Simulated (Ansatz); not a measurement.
# Na on Mo(100): change of the work function, part 2 of 3

Wanted: Δφ(θ) for Na/Mo(100), starting from the hollow site.

Ansatz 0.2.0; plane-wave DFT, PBE, Ansatz PAW.

So far, work function, upper face (eV): step 2 (the clean slab) 3.83.

## (3) The covered slab, k-mesh 4×4×1, coverage 0.111 ML

System of this step: Na/Mo(100). The cell holds 37 atoms: 36 Mo and 1 Na. Its edges and angles: a = 9.450 Å, b = 9.450 Å, c = 25.028 Å, α = 90.0°, β = 90.0°, γ = 90.0°. Vacuum lies along c.

The clean slab as it ended is repeated in the plane and the adsorbate is set on one face; the cell's size fixes the coverage, and the k-mesh shrinks with it to keep the sampling density about even. Adsorbate and upper layers relax, since the dipole depends on the height.

Contents of input.yaml:

```yaml
crystal:
  lattice:
    - [9.45, 0.0, 0.0]
    - [0.0, 9.45, 0.0]
    - [0.0, 0.0, 25.028314821]
  atoms:
    - { symbol: Mo, position: [0.1666666667, 0.1666666667, 0.3595927279] }
    - { symbol: Mo, position: [0.0, 0.0, 0.4225214552] }
    - { symbol: Mo, position: [0.1666666667, 0.1666666667, 0.4881260254] }
    - { symbol: Mo, position: [0.0, 0.0, 0.5433380702] }
    - { symbol: Mo, position: [0.1666666667, 0.5, 0.3595927279] }
    - { symbol: Mo, position: [0.0, 0.3333333333, 0.4225214552] }
    - { symbol: Mo, position: [0.1666666667, 0.5, 0.4881260254] }
    - { symbol: Mo, position: [0.0, 0.3333333333, 0.5433380702] }
    - { symbol: Mo, position: [0.1666666667, 0.8333333333, 0.3595927279] }
    - { symbol: Mo, position: [0.0, 0.6666666667, 0.4225214552] }
    - { symbol: Mo, position: [0.1666666667, 0.8333333333, 0.4881260254] }
    - { symbol: Mo, position: [0.0, 0.6666666667, 0.5433380702] }
    - { symbol: Mo, position: [0.5, 0.1666666667, 0.3595927279] }
    - { symbol: Mo, position: [0.3333333333, 0.0, 0.4225214552] }
    - { symbol: Mo, position: [0.5, 0.1666666667, 0.4881260254] }
    - { symbol: Mo, position: [0.3333333333, 0.0, 0.5433380702] }
    - { symbol: Mo, position: [0.5, 0.5, 0.3595927279] }
    - { symbol: Mo, position: [0.3333333333, 0.3333333333, 0.4225214552] }
    - { symbol: Mo, position: [0.5, 0.5, 0.4881260254] }
    - { symbol: Mo, position: [0.3333333333, 0.3333333333, 0.5433380702] }
    - { symbol: Mo, position: [0.5, 0.8333333333, 0.3595927279] }
    - { symbol: Mo, position: [0.3333333333, 0.6666666667, 0.4225214552] }
    - { symbol: Mo, position: [0.5, 0.8333333333, 0.4881260254] }
    - { symbol: Mo, position: [0.3333333333, 0.6666666667, 0.5433380702] }
    - { symbol: Mo, position: [0.8333333333, 0.1666666667, 0.3595927279] }
    - { symbol: Mo, position: [0.6666666667, 0.0, 0.4225214552] }
    - { symbol: Mo, position: [0.8333333333, 0.1666666667, 0.4881260254] }
    - { symbol: Mo, position: [0.6666666667, 0.0, 0.5433380702] }
    - { symbol: Mo, position: [0.8333333333, 0.5, 0.3595927279] }
    - { symbol: Mo, position: [0.6666666667, 0.3333333333, 0.4225214552] }
    - { symbol: Mo, position: [0.8333333333, 0.5, 0.4881260254] }
    - { symbol: Mo, position: [0.6666666667, 0.3333333333, 0.5433380702] }
    - { symbol: Mo, position: [0.8333333333, 0.8333333333, 0.3595927279] }
    - { symbol: Mo, position: [0.6666666667, 0.6666666667, 0.4225214552] }
    - { symbol: Mo, position: [0.8333333333, 0.8333333333, 0.4881260254] }
    - { symbol: Mo, position: [0.6666666667, 0.6666666667, 0.5433380702] }
    - { symbol: Na, position: [0.1666666667, 0.1666666667, 0.6404072721] }
kpoints:
  mp_grid: { grid: [4, 4, 1] }
hamiltonian:
  xc: pbe
scf:
  occupations: { method: fermi_dirac, width: 0.1 }
  convergence: { dr2_threshold: 1.0e-08 }
efield:
  axis: 3
  dipole_correction: true
  ramp_position: 0.97
  ramp_width: 0.06
relax:
  f_tol: 0.02
  max_steps: 60
  constraints:
    - { sites: [0, 1, 4, 5, 8, 9, 12, 13, 16, 17, 20, 21, 24, 25, 28, 29, 32, 33] }
output:
  write_potential: true
  write_density: true
  volumetric_format: npy
```

Launch:

```
> ansatz run input.yaml --threads 4 --pin off --max-ram 16384MiB --backend cpu --events-out ev --progress --plain --runs-dir out
```

Numbers of over 12 decimals in the logs are rounded to 6 here.

Log:

```text
[...]
Crystal: 37 atoms, lattice volume = 2235.091 Å³
Basis set: ecut = 420 eV, 43691 PW (Γ), exchange–correlation on 128×128×360 points (8 copies of the dense FFT grid, shifted against one another)
Bands: 308, of which v1, the nominal top of the filled ones, is band 257 counted from 1 (256 counted from 0)
Symmetry: 8 space group operations
[...]
k-points: 6 of 16
[...]
SCF iter   1: F=—  HF=-179867.200291 eV  |F-HF|=—  |Δ(HF+E_count)|=         —  Δρ=7.01e-3  dr2=2.76e0  ethr=1.77e-3  p=0.582 e·Å  D=4.71e-2 V/Å  ΔV_dip=-1.18 eV  dr2_dipole=3.28e-1  V_vac-E_F(+/−)=3.04/4.22 eV  ⟨swp⟩=10.5  Hψ=8932  notcnv=0
[...]
SCF iter  11: F=-179866.930793 eV  HF=-179866.930793 eV  |F-HF|=8.35e-9  |Δ(HF+E_count)|=   1.98e-8  Δρ=1.97e-7  dr2=1.39e-9  ethr=1.95e-12  p=0.353 e·Å  D=2.86e-2 V/Å  ΔV_dip=-0.72 eV  dr2_dipole=4.30e-11  V_vac-E_F(+/−)=3.15/3.86 eV  ⟨swp⟩=10.7  Hψ=12032  notcnv=0
SCF 1 converged in 11 iterations: F = -179866.930793 eV  dr2 = 1.39e-9
[...]
relax step   1: F+E_penalty+E_count = -179866.93079349 eV  Δ(F+E_penalty+E_count) = +0.000e0 eV  max|allowed force component| = 6.402e-2 eV/Å  Δτ_max = 0.0000 Å  (11 SCF iters, accepted)
[...]
SCF iter   9: F=-179866.930686 eV  HF=-179866.930686 eV  |F-HF|=2.04e-9  |Δ(HF+E_count)|=   1.50e-8  Δρ=2.06e-7  dr2=2.04e-9  ethr=1.95e-12  p=0.355 e·Å  D=2.87e-2 V/Å  ΔV_dip=-0.72 eV  dr2_dipole=6.29e-12  V_vac-E_F(+/−)=3.14/3.86 eV  ⟨swp⟩=10.3  Hψ=12350  notcnv=0
SCF 2 converged in 9 iterations: F = -179866.930686 eV  dr2 = 2.04e-9
relax step   2: F+E_penalty+E_count = -179866.93068601 eV  Δ(F+E_penalty+E_count) = +1.075e-4 eV  max|allowed force component| = 7.316e-2 eV/Å  Δτ_max = 0.0153 Å  (9 SCF iters, rejected (line search))
SCF iter   1: F=—  HF=-179866.933606 eV  |F-HF|=—  |Δ(HF+E_count)|=         —  Δρ=6.87e-4  dr2=4.87e-2  ethr=9.45e-5  p=0.355 e·Å  D=2.87e-2 V/Å  ΔV_dip=-0.72 eV  dr2_dipole=6.21e-3  V_vac-E_F(+/−)=3.14/3.86 eV  ⟨swp⟩=2.0  Hψ=2710  notcnv=0
[...]
SCF iter   8: F=-179866.933238 eV  HF=-179866.933238 eV  |F-HF|=1.46e-10  |Δ(HF+E_count)|=   3.61e-8  Δρ=4.24e-7  dr2=9.81e-9  ethr=1.95e-12  p=0.355 e·Å  D=2.87e-2 V/Å  ΔV_dip=-0.72 eV  dr2_dipole=8.11e-10  V_vac-E_F(+/−)=3.14/3.86 eV  ⟨swp⟩=10.7  Hψ=12617  notcnv=0
SCF 3 converged in 8 iterations: F = -179866.933238 eV  dr2 = 9.81e-9
relax step   3: F+E_penalty+E_count = -179866.93323844 eV  Δ(F+E_penalty+E_count) = -2.445e-3 eV  max|allowed force component| = 3.108e-2 eV/Å  Δτ_max = 0.0074 Å  (8 SCF iters, accepted)
[...]
relax step   4: F+E_penalty+E_count = -179866.93377134 eV  Δ(F+E_penalty+E_count) = -5.329e-4 eV  max|allowed force component| = 2.260e-2 eV/Å  Δτ_max = 0.0054 Å  (7 SCF iters, accepted)
[...]
relax step   5: F+E_penalty+E_count = -179866.93459486 eV  Δ(F+E_penalty+E_count) = -8.235e-4 eV  max|allowed force component| = 3.287e-2 eV/Å  Δτ_max = 0.0130 Å  (7 SCF iters, accepted)
[...]
relax step   6: F+E_penalty+E_count = -179866.93486094 eV  Δ(F+E_penalty+E_count) = -2.661e-4 eV  max|allowed force component| = 2.894e-2 eV/Å  Δτ_max = 0.0147 Å  (7 SCF iters, accepted)
[...]
relax step   7: F+E_penalty+E_count = -179866.93595559 eV  Δ(F+E_penalty+E_count) = -1.095e-3 eV  max|allowed force component| = 2.730e-2 eV/Å  Δτ_max = 0.0188 Å  (8 SCF iters, accepted)
SCF iter   1: F=—  HF=-179866.934960 eV  |F-HF|=—  |Δ(HF+E_count)|=         —  Δρ=2.14e-4  dr2=3.26e-3  ethr=4.96e-6  p=0.373 e·Å  D=3.02e-2 V/Å  ΔV_dip=-0.76 eV  dr2_dipole=4.43e-4  V_vac-E_F(+/−)=3.11/3.86 eV  ⟨swp⟩=2.0  Hψ=2977  notcnv=0
[...]
SCF iter   7: F=-179866.936280 eV  HF=-179866.936280 eV  |F-HF|=7.10e-9  |Δ(HF+E_count)|=   3.84e-8  Δρ=2.97e-7  dr2=4.20e-9  ethr=1.95e-12  p=0.370 e·Å  D=3.00e-2 V/Å  ΔV_dip=-0.75 eV  dr2_dipole=1.11e-10  V_vac-E_F(+/−)=3.11/3.86 eV  ⟨swp⟩=11.2  Hψ=12735  notcnv=0
SCF 8 converged in 7 iterations: F = -179866.936280 eV  dr2 = 4.20e-9
relax step   8: F+E_penalty+E_count = -179866.93628023 eV  Δ(F+E_penalty+E_count) = -3.246e-4 eV  max|allowed force component| = 7.027e-3 eV/Å  Δτ_max = 0.0079 Å  (7 SCF iters, accepted)
NSCF: frozen V_eff on 6 k-points
the search or the solves at the SCF's close seem to have found levels that the self-consistency loop had missed (the run counts 1). By its estimate they hold 9.06e-11 electrons. The energies and the density leave them out; if the run goes on with those levels, later outputs use occupations computed again with them
[...]
SCF converged after 7 iterations
Free energy (F): -179866.936280 eV
[...]
Internal energy: -179865.445366 eV  (E = F + TS)
E sigma→0 (E₀):  -179866.190823 eV
Entropy (-TS):   -1.490914 eV (-40.295 meV/atom)
Fermi energy:    2.771449 eV
Dipole field:    D = 0.029994 V/Å  (p = 0.370478 e·Å, saw-weighted, corrected)
Work function:   Φ+ = 3.1122 eV   Φ− = 3.8629 eV
[...]
--- Forces (eV/Å), atoms counted from 1 ---
  atom   1  Mo    -0.00000000     0.00000000     1.63889176
  atom   2  Mo     0.00994607     0.00994607    -1.64860635
  atom   3  Mo    -0.00000000     0.00000000     0.00053137
  atom   4  Mo     0.00134139     0.00134139     0.00393900
  atom   5  Mo     0.00000000     0.00030365     1.65804832
  atom   6  Mo     0.00994607    -0.00994607    -1.64860635
  atom   7  Mo     0.00000000     0.00114105     0.00029669
  atom   8  Mo     0.00134139    -0.00134139     0.00393900
  atom   9  Mo     0.00000000    -0.00030365     1.65804832
  atom  10  Mo     0.04488522     0.00000000    -1.62660954
  atom  11  Mo     0.00000000    -0.00114105     0.00029669
  atom  12  Mo    -0.00103711     0.00000000    -0.00298747
  atom  13  Mo     0.00030365     0.00000000     1.65804832
  atom  14  Mo    -0.00994607     0.00994607    -1.64860635
  atom  15  Mo     0.00114105     0.00000000     0.00029669
  atom  16  Mo    -0.00134139     0.00134139     0.00393900
  atom  17  Mo     0.00045470     0.00045470     1.63504036
  atom  18  Mo    -0.00994607    -0.00994607    -1.64860635
  atom  19  Mo    -0.00004750    -0.00004750     0.00033849
  atom  20  Mo    -0.00134139    -0.00134139     0.00393900
  atom  21  Mo     0.00045470    -0.00045470     1.63504036
  atom  22  Mo    -0.04488522     0.00000000    -1.62660954
  atom  23  Mo    -0.00004750     0.00004750     0.00033849
  atom  24  Mo     0.00103711     0.00000000    -0.00298747
  atom  25  Mo    -0.00030365     0.00000000     1.65804832
  atom  26  Mo     0.00000000     0.04488522    -1.62660954
  atom  27  Mo    -0.00114105     0.00000000     0.00029669
  atom  28  Mo     0.00000000    -0.00103711    -0.00298747
  atom  29  Mo    -0.00045470     0.00045470     1.63504036
  atom  30  Mo     0.00000000    -0.04488522    -1.62660954
  atom  31  Mo     0.00004750    -0.00004750     0.00033849
  atom  32  Mo     0.00000000     0.00103711    -0.00298747
  atom  33  Mo    -0.00045470    -0.00045470     1.63504036
  atom  34  Mo    -0.00000000     0.00000000    -1.71361114
  atom  35  Mo     0.00004750     0.00004750     0.00033849
  atom  36  Mo    -0.00000000     0.00000000     0.00341427
  atom  37  Na     0.00000000     0.00000000    -0.00702661
  max |Σ_I F_I| component: 3.77e-5 eV/Å
--- Band table (eV; the first three rows and the last of 6) ---
  k-point 0: bands = [... 253 lower, 2.6974, 2.7000, 2.7000, 2.7069, 2.7555, 2.9028, 2.9028, 2.9890, ... 47 higher]
  k-point 1: bands = [... 253 lower, 2.5882, 2.6809, 2.7024, 2.8287, 2.8301, 2.8555, 2.8817, 2.8940, ... 47 higher]
  k-point 2: bands = [... 253 lower, 2.6255, 2.6268, 2.6340, 2.7555, 2.7680, 2.9324, 2.9604, 3.0627, ... 47 higher]
  k-point 5: bands = [... 253 lower, 2.5950, 2.5950, 2.7675, 2.7919, 2.7919, 2.8013, 2.8786, 2.8786, ... 47 higher]
--- Relaxed structure (8 steps of the walk, 7 accepted, 0 SCFs on fresh bases) ---
  F+E_penalty+E_count = -179866.93628023 eV   max|allowed force component| = 7.027e-3 eV/Å
  atoms:
    - { symbol: Mo, position: [0.166667, 0.166667, 0.359593] }
    - { symbol: Mo, position: [1.6666659794015235e-11, 1.6666659794015235e-11, 0.422521] }
    - { symbol: Mo, position: [0.166667, 0.166667, 0.487751] }
    - { symbol: Mo, position: [0.00141766, 0.00141766, 0.543430] }
    - { symbol: Mo, position: [0.166667, 0.500000, 0.359593] }
    - { symbol: Mo, position: [1.6666659794015235e-11, 0.333333, 0.422521] }
    - { symbol: Mo, position: [0.166667, 0.500227, 0.488237] }
    - { symbol: Mo, position: [0.00141766, 0.331916, 0.543430] }
    - { symbol: Mo, position: [0.166667, 0.833333, 0.359593] }
    - { symbol: Mo, position: [1.6666659794015235e-11, 0.666667, 0.422521] }
    - { symbol: Mo, position: [0.166667, 0.833107, 0.488237] }
    - { symbol: Mo, position: [-0.00433786, 0.666667, 0.543222] }
    - { symbol: Mo, position: [0.500000, 0.166667, 0.359593] }
    - { symbol: Mo, position: [0.333333, 1.6666659794015235e-11, 0.422521] }
    - { symbol: Mo, position: [0.500227, 0.166667, 0.488237] }
    - { symbol: Mo, position: [0.331916, 0.00141766, 0.543430] }
    - { symbol: Mo, position: [0.500000, 0.500000, 0.359593] }
    - { symbol: Mo, position: [0.333333, 0.333333, 0.422521] }
    - { symbol: Mo, position: [0.500122, 0.500122, 0.487868] }
    - { symbol: Mo, position: [0.331916, 0.331916, 0.543430] }
    - { symbol: Mo, position: [0.500000, 0.833333, 0.359593] }
    - { symbol: Mo, position: [0.333333, 0.666667, 0.422521] }
    - { symbol: Mo, position: [0.500122, 0.833211, 0.487868] }
    - { symbol: Mo, position: [0.337671, 0.666667, 0.543222] }
    - { symbol: Mo, position: [0.833333, 0.166667, 0.359593] }
    - { symbol: Mo, position: [0.666667, 1.6666659794015235e-11, 0.422521] }
    - { symbol: Mo, position: [0.833107, 0.166667, 0.488237] }
    - { symbol: Mo, position: [0.666667, -0.00433786, 0.543222] }
    - { symbol: Mo, position: [0.833333, 0.500000, 0.359593] }
    - { symbol: Mo, position: [0.666667, 0.333333, 0.422521] }
    - { symbol: Mo, position: [0.833211, 0.500122, 0.487868] }
    - { symbol: Mo, position: [0.666667, 0.337671, 0.543222] }
    - { symbol: Mo, position: [0.833333, 0.833333, 0.359593] }
    - { symbol: Mo, position: [0.666667, 0.666667, 0.422521] }
    - { symbol: Mo, position: [0.833211, 0.833211, 0.487868] }
    - { symbol: Mo, position: [0.666667, 0.666667, 0.543223] }
    - { symbol: Na, position: [0.166667, 0.166667, 0.642356] }
```

The job ended after 20 min (4 threads of Arm Neoverse V1, shared host; peak memory 11 GiB; 80 min of CPU time).

Relaxation path:

```tsv
step	energy less that of the first step (eV)	largest force component (eV/Å)
1	0.0000	0.0640
2	0.0001	0.0732
3	-0.0024	0.0311
4	-0.0030	0.0226
5	-0.0038	0.0329
6	-0.0041	0.0289
7	-0.0052	0.0273
8	-0.0055	0.0070
```

Relaxation step 2 was tried and not accepted.

The run keeps the 8 symmetry operations that it works with, so distortions that break them were not tested.

The atoms that moved most (Å):

```tsv
atom	dx	dy	dz	length
Na37	0.000	0.000	0.049	0.049
Mo28	0.000	-0.041	-0.003	0.041
Mo12	-0.041	0.000	-0.003	0.041
Mo24	0.041	0.000	-0.003	0.041
Mo32	0.000	0.041	-0.003	0.041
Mo20	-0.013	-0.013	0.002	0.019
Mo8	0.013	-0.013	0.002	0.019
Mo16	-0.013	0.013	0.002	0.019
```

Final coordinates:

```xyz
37
Lattice="9.4500 0.0000 0.0000 0.0000 9.4500 0.0000 0.0000 0.0000 25.0283" Properties=species:S:1:pos:R:3
Mo    1.5750    1.5750    9.0000
Mo    0.0000    0.0000   10.5750
Mo    1.5750    1.5750   12.2076
Mo    0.0134    0.0134   13.6011
Mo    1.5750    4.7250    9.0000
Mo    0.0000    3.1500   10.5750
Mo    1.5750    4.7271   12.2198
Mo    0.0134    3.1366   13.6011
Mo    1.5750    7.8750    9.0000
Mo    0.0000    6.3000   10.5750
Mo    1.5750    7.8729   12.2198
Mo   -0.0410    6.3000   13.5959
Mo    4.7250    1.5750    9.0000
Mo    3.1500    0.0000   10.5750
Mo    4.7271    1.5750   12.2198
Mo    3.1366    0.0134   13.6011
Mo    4.7250    4.7250    9.0000
Mo    3.1500    3.1500   10.5750
Mo    4.7262    4.7262   12.2105
Mo    3.1366    3.1366   13.6011
Mo    4.7250    7.8750    9.0000
Mo    3.1500    6.3000   10.5750
Mo    4.7262    7.8738   12.2105
Mo    3.1910    6.3000   13.5959
Mo    7.8750    1.5750    9.0000
Mo    6.3000    0.0000   10.5750
Mo    7.8729    1.5750   12.2198
Mo    6.3000   -0.0410   13.5959
Mo    7.8750    4.7250    9.0000
Mo    6.3000    3.1500   10.5750
Mo    7.8738    4.7262   12.2105
Mo    6.3000    3.1910   13.5959
Mo    7.8750    7.8750    9.0000
Mo    6.3000    6.3000   10.5750
Mo    7.8738    7.8738   12.2105
Mo    6.3000    6.3000   13.5960
Na    1.5750    1.5750   16.0771
```

This step gave:

| Quantity | Value |
| --- | --- |
| energy at zero smearing | -179866.1908 eV |
| work function, upper face | 3.112 eV |
| work function, lower face | 3.863 eV |
| dipole along the normal | 0.3705 e·Å |
| step between the vacuum levels | -0.7507 eV |

Running mean over 1.575 Å of the planar mean; the ramp of the sawtooth is left out. Electron's electrostatic potential energy less the Fermi level against z:

z (Å), electron's electrostatic potential energy less the Fermi level (eV) and a bar from the least value:
```
        4        3.9 ##############################
        5        3.9 ##############################
        6        3.8 ##############################
        7        3.1 #############################
        8       -2.5 ###################
        9      -11.4 #####
       10      -12.3 ####
       11      -12.1 ####
       12      -12.7 ###
       13      -14.4 
       14       -9.2 #########
       15        0.9 #########################
       16        2.5 ############################
       17        2.9 ############################
       18        3.1 #############################
       19        3.1 #############################
       20        3.1 #############################
       21        3.1 #############################
```

The relaxation took 8 steps and lowered the energy by 0.0055 eV; the largest force on the free atoms ends at 0.0070 eV/Å.

The covered face has 3.11 eV, -0.72 eV against the clean one; the bare back face has moved by +0.00 eV, a measure of how thin the slab is.

[end of part 2 of 3]

[Logs are printed without paths, hosts, clocks, repeated set-up lines and the standing remarks that a program may print on its own settings, such as how far it seeks lower states.]

[Hosts, paths, dates, database ids (printed as entryN), source tags and the programs' standing remarks are cut or masked in the printed files.]

[Maps of the electrostatic potential energy from Ansatz leave out the sawtooth potential of an applied field or a dipole correction, so their vacuum need not be flat; planar profiles and work functions include it.]
